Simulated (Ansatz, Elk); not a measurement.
**Bonding as seen by X-rays: ZnMo**

The structure of ZnMo used here is made up (a known structure type with other elements) and was relaxed beforehand with PBE. The aim is the Fourier transform of its all-electron density, F(hkl), set beside the sum over free spherical atoms that refinements use.

Program: Elk 11.2.3 (patched build). Level of theory: DFT, PBE, all-electron APW+lo, Dirac cores, scalar-relativistic bands, static density, no spin. Results are calculated unless marked as measured.

The structure was built from a prototype and need not be the compound's stable phase.

## Step 1: Set-up

It takes space group Fm-3m (No. 225, cubic). The conventional cell has a = 5.079 Å, b = 5.079 Å, c = 5.079 Å, α = 90.00°, β = 90.00°, γ = 90.00°. Nearest to Mo lie 6 Zn at 2.54 Å. Zn has 6 Mo at 2.54 Å nearest. Farther neighbours are not listed.

## Step 2: Ground state and structure factors

An all-electron density is needed, since X-rays see the cores too. Task 0 finds the density and task 195 Fourier-transforms it; tshift is off so that phases refer to the origin typed.

The input, elk.in:

```
tasks
  0
  195

xctype
  20

spinpol
  .false.

rgkmax
  7.0

gmaxvr
  14.0

lmaxo
  7

lmaxapw
  8

swidth
  0.002

tshift
  .false.

ramdisk
  .false.

hmaxvr
  5.5

maxscl
  120

epspot
  1e-06

sppath
  './'

avec
  -0.00000000000 4.79852123241 4.79852123241
  4.79852123241 0.00000000000 4.79852123241
  4.79852123241 4.79852123241 -0.00000000000

atoms
  2
  'Mo.in'
  1
  0.5000000000 0.5000000000 0.5000000000   0.000000 0.000000 0.000000
  'Zn.in'
  1
  0.0000000000 -0.0000000000 -0.0000000000   0.000000 0.000000 0.000000

ngridk
  8 8 8
```

The run is started by

```bash
> OMP_NUM_THREADS=4 elk
```

Numbers of over 12 decimals in the logs are rounded to 6 here.

Output:

```text
┌─────────────────────────┐
│ Elk code version 11.2.3 │
└─────────────────────────┘

All units are atomic (Hartree, Bohr, etc.)

┌─────────────────────────────────────────────────┐
│ Ground-state run starting from atomic densities │
└─────────────────────────────────────────────────┘

Lattice vectors :
  -0.000000000       4.798521232       4.798521232
   4.798521232       0.000000000       4.798521232
   4.798521232       4.798521232      -0.000000000

Reciprocal lattice vectors :
 -0.6547001673      0.6547001673      0.6547001673
  0.6547001673     -0.6547001673      0.6547001673
  0.6547001673      0.6547001673     -0.6547001673

Unit cell volume      :    220.9796381
Brillouin zone volume :    1.122502578

Muffin-tin inner radius fraction :   0.1000000000E-01

Nuclei treated as point charges

Species : 1 (Mo)
 parameters loaded from : Mo.in
 name : molybdenum
 nuclear charge    :   -42.00000000
 electronic charge :    42.00000000
 atomic mass :    174887.9214
 muffin-tin radius :    2.469231041
 number of radial points in muffin-tin :   1193
 inner part over the whole radius :   0.9913604224E-02
 number on inner part of muffin-tin    :    847
 approximate nuclear radius :   0.8334154960E-04
 number of mesh points to nuclear radius :    421
 atomic positions (lattice), magnetic fields (Cartesian) :
  1 :   0.50000000  0.50000000  0.50000000    0.00000000  0.00000000  0.00000000

Species : 2 (Zn)
 parameters loaded from : Zn.in
 name : zinc
 nuclear charge    :   -30.00000000
 electronic charge :    30.00000000
 atomic mass :    119233.3130
 muffin-tin radius :    2.279290192
 number of radial points in muffin-tin :    993
 inner part over the whole radius :   0.9994510514E-02
 number on inner part of muffin-tin    :    701
 approximate nuclear radius :   0.7484757725E-04
 number of mesh points to nuclear radius :    338
 atomic positions (lattice), magnetic fields (Cartesian) :
  1 :   0.00000000  0.00000000  0.00000000    0.00000000  0.00000000  0.00000000

Total number of atoms per unit cell :    2
Total muffin-tin volume :    112.6635410
 ratio of muffin-tin to unit cell volume :   0.5098367523

Spin treatment :
 spin-unpolarised

Number of Bravais lattice symmetries :   48
Number of crystal symmetries         :   48
Crystal has inversion symmetry
Real symmetric eigensolver will be used

k-point grid :      8     8     8
k-point offset :    0.000000000       0.000000000       0.000000000
k-point set is reduced with full crystal symmetry group
Total number of k-points :       29

Muffin-tin radius times maximum |G+k| :    7.000000000
 using average radius
Maximum |G+k| for APW functions       :    2.948286280
Maximum (1/2)|G+k|²                   :    4.346195995
Maximum |G| for potential and density :    14.00000000
Constant for pseudocharge density :    9
 order of it for each species :   16  16
 order of it for pair densities of each species (exact exchange by exxq0 0: 17) :   11   9
Radial integration step length :    1

G-vector grid sizes :     32    32    32
Number of G-vectors :    10177

Maximum angular momentum used for
 APW functions            :    8
 outer part of muffin-tin :    7
 inner part of muffin-tin :    2

Total nuclear charge    :   -72.00000000
Total core charge       :    40.00000000
Total valence charge    :    32.00000000
Total excess charge     :    0.000000000
Total electronic charge :    72.00000000

Effective Wigner radius, rₛ :   0.9015234976

Number of empty states         :      8
Total number of valence states :     25
Total number of core states    :     40

Third-order local-orbitals added for an l without core states : T
Total number of local-orbitals :     40

Exchange-correlation functional :     20     0     0
 Perdew-Burke-Ernzerhof, Phys. Rev. Lett. 77, 3865 (1996)
 gradient requirement :    1
 generalised gradient approximation (GGA)

Smearing type :    3
 Fermi-Dirac
Smearing width :   0.2000000000E-02
Effective electronic temperature (K) :    631.5500496

Mixing type :    3
[...]
xc potential                :     -246.33759764413
 exchange                    :     -191.36609367108
 correlation                 :     -3.649317
 electron entropic           :    -0.25957630563299E-03
 total energy                :     -5846.0777531754

Density of states at Fermi energy :    19.77343220
 (states/Hartree/unit cell)

Estimated indirect band gap :   0.3376798176E-02
 from k-point 12 to k-point 7
Estimated direct band gap   :   0.1946661717E-01
 at k-point 7

Charges :
 core                        :    40.00000000
 valence                     :    32.00000000
 interstitial                :    3.402692500
 muffin-tins (core leakage)
  species : 1 (Mo)
   atom 1                    :    39.49848266     (  0.5917989512E-06)
  species : 2 (Zn)
   atom 1                    :    29.09882484     (  0.1780387368E-03)
 total in muffin-tins        :    68.59730750
 total calculated charge     :    71.99920879
 total charge                :    72.00000000
 error                       :   0.7912082100E-03

RMS change in Kohn-Sham potential (target) :   0.1845062210     (  0.1000000000E-05)
Absolute change in total energy (target)   :   0.6337094823E-01 (  0.1000000000E-03)

[... loops 3 to 14 left out ...]

┌──────────────────┐
│ Loop number : 15 │
└──────────────────┘

Energies :
 Fermi                       :     0.301800
 sum of occupied eigenvalues :     -3436.0737447491
 electron kinetic            :      6027.3890962740
 core electron kinetic       :      5717.8226664451
 Coulomb                     :     -11677.476077071
 Coulomb potential           :     -9208.8189453610
 nuclear-nuclear             :     -779.41717405863
 electron-nuclear            :     -12609.887803456
 Hartree                     :      1711.8289004433
 Madelung                    :     -7073.0666043907
 xc potential                :     -254.64389566210
 exchange                    :     -191.88983956041
 correlation                 :     -3.649014
 electron entropic           :    -0.41939185342796E-03
 total energy                :     -5845.6262535560

Density of states at Fermi energy :    31.40262895
 (states/Hartree/unit cell)

Estimated indirect band gap :   0.4568622061E-02
 from k-point 7 to k-point 22
Estimated direct band gap   :   0.2109533569E-01
 at k-point 14

Charges :
 core                        :    40.00000000
 valence                     :    32.00000000
 interstitial                :    3.042247614
 muffin-tins (core leakage)
  species : 1 (Mo)
   atom 1                    :    39.95805113     (  0.5376104113E-06)
  species : 2 (Zn)
   atom 1                    :    28.99970126     (  0.1681631153E-03)
 total in muffin-tins        :    68.95775239
 total calculated charge     :    71.99916476
 total charge                :    72.00000000
 error                       :   0.8352427323E-03

RMS change in Kohn-Sham potential (target) :   0.1378178930E-06 (  0.1000000000E-05)
Absolute change in total energy (target)   :   0.3439064858E-04 (  0.1000000000E-03)

Convergence targets achieved

┌──────────────────┐
│ Loop number : 16 │
└──────────────────┘

Energies :
 Fermi                       :     0.301800
 sum of occupied eigenvalues :     -3436.0737397076
 electron kinetic            :      6027.3890971889
 core electron kinetic       :      5717.8226653934
 Coulomb                     :     -11677.476077177
 Coulomb potential           :     -9208.8189454887
 nuclear-nuclear             :     -779.41717405863
 electron-nuclear            :     -12609.887803370
 Hartree                     :      1711.8289002520
 Madelung                    :     -7073.0666044325
 xc potential                :     -254.64389140780
 exchange                    :     -191.88983951930
 correlation                 :     -3.649014
 electron entropic           :    -0.41939218549726E-03
 total energy                :     -5845.6262526965

Density of states at Fermi energy :    31.40265693
 (states/Hartree/unit cell)

Estimated indirect band gap :   0.4568618941E-02
 from k-point 7 to k-point 22
Estimated direct band gap   :   0.2109533021E-01
 at k-point 14

Charges :
 core                        :    40.00000000
 valence                     :    32.00000000
 interstitial                :    3.042247421
 muffin-tins (core leakage)
  species : 1 (Mo)
   atom 1                    :    39.95805128     (  0.5376067769E-06)
  species : 2 (Zn)
   atom 1                    :    28.99970130     (  0.1681631148E-03)
 total in muffin-tins        :    68.95775258
 total calculated charge     :    71.99916476
 total charge                :    72.00000000
 error                       :   0.8352425514E-03

┌──────────────────────────────┐
│ Self-consistent loop stopped │
└──────────────────────────────┘

Warning : core states of species 2 leak from the muffin-tin :   0.1681631148E-03

Wrote STATE.OUT
```

It took 7.5 s on 4 threads of AMD EPYC 7B13 (Zen 3), shared host; peak memory 0.17 GiB; 19 s of CPU time.

SFACRHO.OUT:

```text

h k l indices transformed by vhmat matrix:
   1.000000000       0.000000000       0.000000000    
   0.000000000       1.000000000       0.000000000    
   0.000000000       0.000000000       1.000000000    

      h      k      l  multipl.   |H|            Re(F)            Im(F)           |F|

      0      0      0      1   0.0000000       72.000000      0.25505850E-33   72.000000    
     -1      0      0      8   1.1339740      -9.2604407     -0.41650068E-14   9.2604407    
      0     -1     -1      6   1.3094003       57.286458      0.81648042E-14   57.286458    
     -1      1      0     12   1.8517717       50.495378     -0.12606437E-13   50.495378    
     -1      1     -1     24   2.1713948      -7.7172569     -0.52106049E-13   7.7172569    
      0      0     -2      8   2.2679479       45.866994      0.65563315E-14   45.866994    
      2      2      0      6   2.6188007       42.574870     -0.12345987E-13   42.574870    
     -2      1      0     24   2.8537719      -7.2710787     -0.24057998E-13   7.2710787    
      1      2     -1     24   2.9279082       39.645386     -0.26643740E-13   39.645386    
      3      1      0     24   3.2073627       37.283884     -0.50491556E-13   37.283884    
     -1      2      2     24   3.4019219      -7.3430530      0.79572830E-14   7.3430530    
     -3     -3     -3      8   3.4019219      -7.2240706     -0.10007463E-12   7.2240706    
     -2      0      2     12   3.7035434       33.658893      0.17682961E-13   33.658893    
     -1      2     -2     48   3.8732584      -7.3091907      0.24129503E-13   7.3091907    
     -1     -1     -4     24   3.9282010       32.198793      0.14484443E-13   32.198793    
      0     -3     -3      6   3.9282010       32.295719      0.85072200E-13   32.295719    
     -3     -2      1     24   4.1406874       30.984109      0.93726660E-14   30.984109    
      4      3      4     24   4.2931561      -7.2677861     -0.41150613E-13   7.2677861
```

Elk indexes on the primitive cell of elk.in and gives |H| = 4π sin θ/λ in inverse bohr. Below, one row stands for each form hkl of the conventional cell (m members, Friedel mates merged), F is for one primitive cell and the density is static (no thermal factor). Free-atom factors are Waasmaier and Kirfel's, and R is Σm||F|−|F'||/Σm|F|.

```
hkl   m  sin θ/λ (Å⁻¹)  abs F, DFT  neutral atoms   diff.
111   8          0.171       9.260          9.390  -0.130
200   6          0.197      57.286         57.732  -0.445
220  12          0.279      50.495         50.849  -0.353
311  24          0.327       7.717          7.482  +0.235
222   8          0.341      45.867         46.044  -0.177
400   6          0.394      42.575         42.410  +0.165
331  24          0.429       7.271          7.158  +0.113
420  24          0.440      39.645         39.557  +0.088
422  24          0.482      37.284         37.246  +0.038
511  24          0.512       7.343          7.243  +0.100
333   8          0.512       7.224          7.243  -0.019
440  12          0.557      33.659         33.680  -0.021
531  48          0.583       7.309          7.361  -0.051
442  24          0.591      32.199         32.251  -0.052
600   6          0.591      32.296         32.251  +0.045
620  24          0.623      30.984         30.986  -0.002
533  24          0.646       7.268          7.392  -0.124
622  24          0.653      29.826         29.853  -0.027
```

## Step 3: The highest occupied states alone

An energy window below the Fermi level keeps the highest occupied states, to see at which angles they scatter; shallow core shells can lie inside it and anion s states outside. No new self-consistency is needed.

elk.in, as its differences from that of step 2:

```diff
@@ -1,3 +1,2 @@
 tasks
-  0
   195
@@ -40,2 +39,5 @@
 
+wsfac
+  -0.139190 0.601800
+
 sppath
```

The run is started by

```bash
> OMP_NUM_THREADS=4 elk
```

Output:

```text
┌─────────────────────────────────┐
│ Elk code version 11.2.3 started │
└─────────────────────────────────┘

Info(readinput): the functional depends on the density's gradient
 muffin-tin radial points multiplied by    2.00000
 (not where nrmtscf is given)

┌────────────────────┐
│ Current task : 195 │
└────────────────────┘
Info(checkmt): changed muffin-tin radius of species 1 (Mo) from   2.6000 to   2.4692
Info(checkmt): changed muffin-tin radius of species 2 (Zn) from   2.4000 to   2.2793

Info(sfacrho): density structure factors written to SFACRHO.OUT

 Energy window :  -0.1391900000      0.6018000000

┌──────────────────┐
│ Elk code stopped │
└──────────────────┘
```

The job ended after 2.2 s (4 threads; peak memory 0.17 GiB).

States within 12 eV below the Fermi level hold 18.00 electrons; any levels below the window count with the cores. Their amplitudes can exceed the total, where window and core parts have opposite phase:

```
hkl  sin θ/λ (Å⁻¹)  abs F, window  abs F, all
111          0.171          6.510       9.260
200          0.197          8.793      57.286
220          0.279          6.150      50.495
311          0.327          4.637       7.717
222          0.341          4.754      45.867
400          0.394          4.046      42.575
331          0.429          3.432       7.271
420          0.440          3.252      39.645
422          0.482          2.683      37.284
511          0.512          2.427       7.343
```

(Part 1 of 2 ends here.)

[Logs are printed without paths, hosts, clocks, repeated set-up lines and the standing remarks that a program may print on its own settings, such as how far it seeks lower states.]

[Hosts, paths, dates, database ids (printed as entryN), source tags and the programs' standing remarks are cut or masked in the printed files.]
